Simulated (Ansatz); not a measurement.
Records of electronic-structure calculations.

## Screened interactions in WBr2 (1T sheet)

The cell holds 3 atoms: 1 W and 2 Br. Its edges and angles: a = 3.231 Å, b = 3.231 Å, c = 30.253 Å, α = 90.0°, β = 90.0°, γ = 120.0°. Vacuum lies along c.

```yaml
method: DFT, PBEsol, plane waves, PAW (and 1 further level or step)
program: Ansatz 0.2.0
settings_of_one_run: cutoff 420 eV, 9×9×1 k-mesh, smearing width 0.08 eV, default PAW, coordination {"W": "octahedral"}, magnetic state non-magnetic by constraint
cost: 3 runs, 5.8 min in all on 8 threads of Arm Neoverse V2, shared host (the runs of this entry)
notes: The program’s warnings: xc potential rough in thin density. The structure was relaxed with PBEsol. Limits: no spin-orbit coupling. The bands cross the Fermi level under this constraint, which need not be the crystal’s state: magnetic order, correlation or a lattice distortion may open a gap. Spin-orbit coupling, which is strong for atoms this heavy, is left out.
w_t2g_anion_p: U 2.40 eV, U′ 1.87 eV, J 0.23 eV, bare V 9.9 eV
w_d_anion_p: U 4.74 eV, U′ 4.04 eV, J 0.33 eV, bare V 11.9 eV
method: constrained RPA on non-magnetic PBEsol, 6×6×1 mesh, static; search for lower states off
```

For W t2g + anion p, screening cuts the on-site interaction from 9.92 eV to 2.40 eV. U − 2J differs from U′ by +0.07 eV, so the Kanamori relation holds well.

[Paths, hosts, dates, memory and timing lines, banners, echoed tables and standing remarks are left out of the program output.]

[Logs are printed without paths, hosts, clocks, repeated set-up lines and the standing remarks that a program may print on its own settings, such as how far it seeks lower states.]

[Runs of the session that timed out or met a known fault of the program may be left out.]

[Hosts, paths, dates, database ids (printed as entryN), source tags and the programs' standing remarks are cut or masked in the printed files.]
